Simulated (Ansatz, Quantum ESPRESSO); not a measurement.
# Ta (Im-3m): phonons and their coupling to the electrons, part 4 of 4

Wanted: the coupling constant λ of Ta (Im-3m) at ambient pressure.

Quantum ESPRESSO 7.5; DFT PBE, scalar-relativistic, plane waves, PseudoDojo norm-conserving pseudopotentials.

So far, electron-phonon coupling constant: step 10 (density of states) 1.08. Also logarithmic mean frequency weighted by the coupling (K): step 10 131.

## 11. A second program (continued)

The alpha^2 F has structure finer than the step of the table below, so its rows give means over 1 meV, whole bins alone (the curve runs from 0.039 to 19.9 meV). Peaks (meV: height): 11.2: 0.981, 16.2: 1.49, 17.2: 2.63.

Alpha^2 F against phonon energy; means over each step:

```
phonon energy (meV)  alpha^2 F
                  1     7.7e-4
                  2    0.00400
                  3     0.0110
                  4     0.0244
                  5     0.0482
                  6     0.0870
                  7      0.133
                  8      0.158
                  9      0.186
                 10      0.327
                 11      0.770
                 12      0.466
                 13      0.404
                 14      0.454
                 15      0.441
                 16      0.824
                 17       1.38
                 18      0.289
                 19      0.138
```

## 12. The two compared: QE PseudoDojo and Ansatz, PseudoDojo

Numbers from this step:

```
root-mean-square difference             : 0.01 cm⁻¹
largest difference                      : 0.02 cm⁻¹
root-mean-square difference on the path : 0 cm⁻¹
largest difference on the path          : 0.1 cm⁻¹
```

The two runs side by side. Further quantities:

```
 quantity  QE PseudoDojo  Ansatz, PseudoDojo
        λ          1.084               0.976
ω_log (K)          131.3               138.4
```

The interpolated bands of the two lie on top of each other.

At the solved wavevectors the largest difference (acoustic modes at Γ apart) is 0.01 % of the highest mode; λ differs by 11 %.

## 13. Results

| Property | Result |
| --- | --- |
| space group after relaxation | Im-3m |
| volume per atom | 18.2 Å³ |
| q mesh | 4×4×4 |
| lowest mode on the q mesh (acoustic ones at the zone centre apart) | 56.3 cm⁻¹ |
| zero-point energy per atom | 20.2 meV |
| heat capacity at 300 K | 24.3 J/(mol atoms K) |
| vibrational entropy at 300 K | 42.8 J/(mol atoms K) |
| coupling constant for broadenings of 0.01 to 0.04 Ry | 0.99 to 1.1 |
| logarithmic mean frequency over the same range | 129 to 131 K |
| imaginary modes on the q mesh | none |
| largest difference from Ansatz, PseudoDojo | 0.02 cm⁻¹ |

**Reading.** λ is about 1.1 and holds within 15 % over the middle broadenings, a strong coupling. λ is 1.1 by Gaussian broadening on the dense mesh and 0.98 by Ansatz's sums without a broadening; neither is converged in the meshes. Ta (Im-3m) is dynamically stable on the 4×4×4 mesh; its spectrum reaches 160 cm⁻¹. QE PseudoDojo and Ansatz, PseudoDojo agree to 0.02 cm⁻¹ (0.01 % of the highest mode compared) on all solved modes but the acoustic ones at Γ. These are harmonic frequencies at zero temperature: anharmonic shifts and linewidths and thermal expansion are left out. Spin-orbit coupling is left out, which can matter for the heavy elements here. In a metal the frequencies hang on the k mesh and the smearing, most of all near Kohn anomalies. The relaxation ran at 50 Ry, under the 58 Ry recommended for these files; the stress of so short a basis can leave the cell about one per cent too small. Ansatz warns that the cutoff lies 14 % under the one recommended for these files; agreement at one cutoff is not convergence.

[Host names and launcher messages were left out of these logs when they were recorded.]

[Logs are printed without paths, hosts, clocks, repeated set-up lines and the standing remarks that a program may print on its own settings, such as how far it seeks lower states.]

[Hosts, paths, dates, database ids (printed as entryN), source tags and the programs' standing remarks are cut or masked in the printed files.]
